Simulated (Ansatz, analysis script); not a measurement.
# Energy of spin spirals in CuWO4, part 2 of 2

Aim: the energy of CuWO4 as its moments wind into spirals of wavevector q.

Ansatz 0.2.0; PBEsol with U = 6 eV on Cu d (ortho-atomic projectors), PAW set soft_1 (files made for PBE).

So far. Step 3 (Collinear start 2: antiferro +-): It ends antiferromagnetic, with 0.672 μB on the largest site. Step 5 (q = (0, 0, 0)): The largest moment is 0.672 μB, against 0.672 μB in the collinear run.

### 6. q = (-0.5, 0, 0)

Level of this step: Ansatz DFT, spin spiral by the generalised Bloch theorem, no spin-orbit coupling; PBEsol+U, PAW set soft_1; PAW set soft_1 (Ansatz).

Only q changes. The cell stays that of the crystal, since the generalised Bloch theorem carries the rotation from cell to cell.

Input file input.yaml:

```yaml
crystal:
  lattice:
    - [4.6964, 0.0, 0.0]
    - [0.2074845662, 4.8691813598, 0.0]
    - [0.7315390857, 0.1347758051, 5.7810405412]
  atoms:
    - { symbol: Cu, position: [0.4962, 0.7638, 0.6621], spin: 0.67, spin_axis: [1.0, 0.0, 0.0] }
    - { symbol: Cu, position: [0.5038, 0.2362, 0.3379], spin: 0.67, spin_axis: [-1.0, 0.0, 0.0] }
    - { symbol: W, position: [0.0166, 0.733, 0.1745] }
    - { symbol: W, position: [0.9834, 0.267, 0.8255] }
    - { symbol: O, position: [0.2481, 0.5829, 0.3556] }
    - { symbol: O, position: [0.7519, 0.4171, 0.6444] }
    - { symbol: O, position: [0.2243, 0.5676, 0.8769] }
    - { symbol: O, position: [0.7757, 0.4324, 0.1231] }
    - { symbol: O, position: [0.7293, 0.9044, 0.3859] }
    - { symbol: O, position: [0.2707, 0.0956, 0.6141] }
    - { symbol: O, position: [0.7845, 0.9488, 0.9036] }
    - { symbol: O, position: [0.2155, 0.0512, 0.0964] }
kpoints:
  mp_grid: { grid: [4, 4, 4] }
hamiltonian:
  xc: pbesol
  hubbard:
    projectors: ortho-atomic
    sites: [{ species: Cu, l: d, u_eff: 6.0 }]
  pseudopotentials: { kind: paw, azcp: { folder: soft_1 }, xc_functional: pbe }
scf:
  occupations: { method: fermi_dirac, width: 0.05 }
  max_iter: 120
  convergence: { dr2_threshold: 1.0e-08 }
basis:
  ecutwfc: 420.0
magnetization:
  noncollinear: true
  spin_spiral: { q: [-0.5, 0.0, 0.0] }
  spin_locking: { lock_directions: true }
checkpoint:
  read: start
```

On the command line:

```
$ ansatz run input.yaml --threads 2 --pin off --max-ram 5632MiB --backend cpu --events-out ev --progress --plain --runs-dir out
```

Numbers of over 12 decimals in the logs are rounded to 6 here.

Output:

```text
[...]
Crystal: 12 atoms, lattice volume = 132.199 Å³
Basis set: ecut = 420 eV, 2573 PW (Γ)
Bands: 138, of which v1, the nominal top of the filled ones, is band 114 counted from 1 (113 counted from 0)
Symmetry: 1 space group operations
k-points: 64
[...]
SCF iter  12: F=-38176.255835 eV  HF=-38176.255835 eV  |F-HF|=5.36e-9  |Δ(HF+E_count)|=   1.46e-9  Δρ=2.36e-6  dr2=5.40e-9  dr2_m=4.69e-10  ethr=8.26e-12  |M|=1.40e-4 ∫|m|=1.86e0 μB  |m|>n=0.0e0 m-floor=0.0e0 τ_xc=5.7e-4 mc-row=0.0e0  ⟨swp⟩=1.0  Hψ=25216  notcnv=0
SCF 1 converged in 12 iterations: F = -38176.255835 eV  dr2 = 5.40e-9
[...]
SCF converged after 12 iterations
[...]
Magnetization: |M| = 0.0001 μB,  M = (+0.0000, +0.0001, +0.0000) μB
Absolute magnetization: 1.8459 μB (∫|m|, with the PAW one-centre terms)
  site 0: m = (+0.6775, +0.0002, +0.0000) μB, |m| = 0.6775 μB  (R = 0.80 Å)
  site 1: m = (-0.6775, +0.0002, +0.0000) μB, |m| = 0.6775 μB  (R = 0.80 Å)
  site 2: m = (-0.0001, +0.0022, -0.0000) μB, |m| = 0.0022 μB  (R = 0.72 Å)
  site 3: m = (+0.0001, +0.0022, -0.0000) μB, |m| = 0.0022 μB  (R = 0.72 Å)
  site 4: m = (-0.0254, +0.0262, +0.0000) μB, |m| = 0.0365 μB  (R = 0.72 Å)
  site 5: m = (+0.0254, +0.0262, +0.0000) μB, |m| = 0.0365 μB  (R = 0.72 Å)
  site 6: m = (+0.0299, -0.0346, +0.0000) μB, |m| = 0.0458 μB  (R = 0.80 Å)
  site 7: m = (-0.0299, -0.0346, -0.0000) μB, |m| = 0.0458 μB  (R = 0.80 Å)
  site 8: m = (-0.0037, -0.0013, +0.0000) μB, |m| = 0.0039 μB  (R = 0.78 Å)
  site 9: m = (+0.0037, -0.0013, +0.0000) μB, |m| = 0.0039 μB  (R = 0.78 Å)
  site 10: m = (+0.0040, +0.0048, -0.0000) μB, |m| = 0.0063 μB  (R = 0.77 Å)
  site 11: m = (-0.0040, +0.0048, +0.0000) μB, |m| = 0.0063 μB  (R = 0.77 Å)
--- Magnetisation constraints (ε_frz = 1.0e-4 eV) ---
[...]
0     per_site_axis  ê (+1.000, +0.000, +0.000) ≥0.00  (+0.678, +0.000, +0.000)  1.97e-4      (+0.0e0, +3.9e-4, +2.5e-10)  1.000  0    yes
  1     per_site_axis  ê (-1.000, +0.000, +0.000) ≥0.00  (-0.678, +0.000, +0.000)  1.97e-4      (+0.0e0, +3.9e-4, +1.9e-10)  1.000  0    yes
Free energy (F): -38176.255835 eV
[...]
Internal energy: -38176.255835 eV  (E = F + TS)
E sigma→0 (E₀):  -38176.255835 eV
Entropy (-TS):   -0.000001 eV (-0.000 meV/atom)
Fermi energy:    9.720352 eV
[...]
```

Run time: 5.9 min. Hardware: 2 threads of Arm Neoverse V2, shared host; peak memory 3 GiB; 12 min of CPU time.

The energy of the cell lies 15.5 meV above that at q = 0, and the largest moment is 0.678 μB against 0.672 μB.

### 7. q = (0, -0.5, 0)

Edit input.yaml of step 6 so:

```diff
@@ -34,3 +34,3 @@
   noncollinear: true
-  spin_spiral: { q: [-0.5, 0.0, 0.0] }
+  spin_spiral: { q: [0.0, -0.5, 0.0] }
   spin_locking: { lock_directions: true }
```

Output:

```text
[...]
Crystal: 12 atoms, lattice volume = 132.199 Å³
Basis set: ecut = 420 eV, 2573 PW (Γ)
Bands: 138, of which v1, the nominal top of the filled ones, is band 114 counted from 1 (113 counted from 0)
Symmetry: 1 space group operations
k-points: 64
[...]
1     per_site_axis  ê (-1.000, +0.000, +0.000) ≥0.00  (-0.676, +0.007, +0.000)  7.40e-3      (+0.0e0, +1.5e-2, +9.5e-10)  1.000  0    yes
Free energy (F): -38176.263683 eV
[...]
Internal energy: -38176.263682 eV  (E = F + TS)
E sigma→0 (E₀):  -38176.263683 eV
Entropy (-TS):   -0.000001 eV (-0.000 meV/atom)
Fermi energy:    9.775503 eV
[...]
[key lines of the parts left out:]
SCF converged after 15 iterations
Magnetization: |M| = 0.0364 μB,  M = (-0.0000, +0.0364, +0.0000) μB
```

It took 6.4 min on 2 threads; peak memory 3 GiB; 13 min of CPU time.

The energy of the cell lies 7.91 meV above that at q = 0, and the largest moment is 0.676 μB against 0.672 μB.

### 8. q = (0, 0, -0.5)

Edit input.yaml of step 7 so:

```diff
@@ -34,3 +34,3 @@
   noncollinear: true
-  spin_spiral: { q: [0.0, -0.5, 0.0] }
+  spin_spiral: { q: [0.0, 0.0, -0.5] }
   spin_locking: { lock_directions: true }
```

Output:

```text
[...]
Crystal: 12 atoms, lattice volume = 132.199 Å³
Basis set: ecut = 420 eV, 2573 PW (Γ)
Bands: 138, of which v1, the nominal top of the filled ones, is band 114 counted from 1 (113 counted from 0)
Symmetry: 1 space group operations
k-points: 64
[...]
1     per_site_axis  ê (-1.000, +0.000, +0.000) ≥0.00  (-0.675, -0.001, +0.000)  1.12e-3      (+0.0e0, -2.2e-3, +3.5e-9)   1.000  0    yes
Free energy (F): -38176.265472 eV
[...]
Internal energy: -38176.265471 eV  (E = F + TS)
E sigma→0 (E₀):  -38176.265472 eV
Entropy (-TS):   -0.000001 eV (-0.000 meV/atom)
Fermi energy:    9.757757 eV
[...]
[key lines of the parts left out:]
SCF converged after 13 iterations
Magnetization: |M| = 0.0392 μB,  M = (-0.0000, -0.0392, +0.0000) μB
```

Elapsed: 5.4 min, on 2 threads; peak memory 2.9 GiB; 11 min of CPU time.

The energy of the cell lies 5.91 meV above that at q = 0, and the largest moment is 0.675 μB against 0.672 μB.

### 9. Analysis

| q (reciprocal lattice) | path length (1/Å) | E(q) − E(0) (meV a magnetic atom) | \|m\| Cu no. 1 (μB) | \|m\| Cu no. 2 (μB) |
| --- | --- | --- | --- | --- |
| (0, 0, 0) | 0.000 | 0.00 | 0.67 | 0.67 |
| (0, 0, -0.5) | 0.543 | 2.96 | 0.68 | 0.68 |
| (0, -0.5, 0) | 1.397 | 3.96 | 0.68 | 0.68 |
| (0, 0, 0) | 2.042 | 0.00 | 0.67 | 0.67 |
| (-0.5, 0, 0) | 2.717 | 7.77 | 0.68 | 0.68 |

### 10. What came out

```
lowest point of the path : q = 0
highest point            : 7.77 meV a magnetic atom
```

No spiral that was run lies below the antiferromagnetic state at q = 0, and winding the moments costs up to 7.77 meV a magnetic atom. The moments change by at most 1 % from their size at q = 0, so they are well localised. No spin model is given, since this treatment keeps to cells with one magnetic atom. States with other phases between the sublattices can lie lower than any point of this path. The 4 spiral runs took 20 min of wall time, added up.

[Logs and program files are shortened in this print: banners, set-up blocks, solver, clock and traceback lines can be left out without a mark of their own.]

[Logs are printed without paths, hosts, clocks, repeated set-up lines and the standing remarks that a program may print on its own settings, such as how far it seeks lower states.]

[Hosts, paths, dates, database ids (printed as entryN), source tags and the programs' standing remarks are cut or masked in the printed files.]
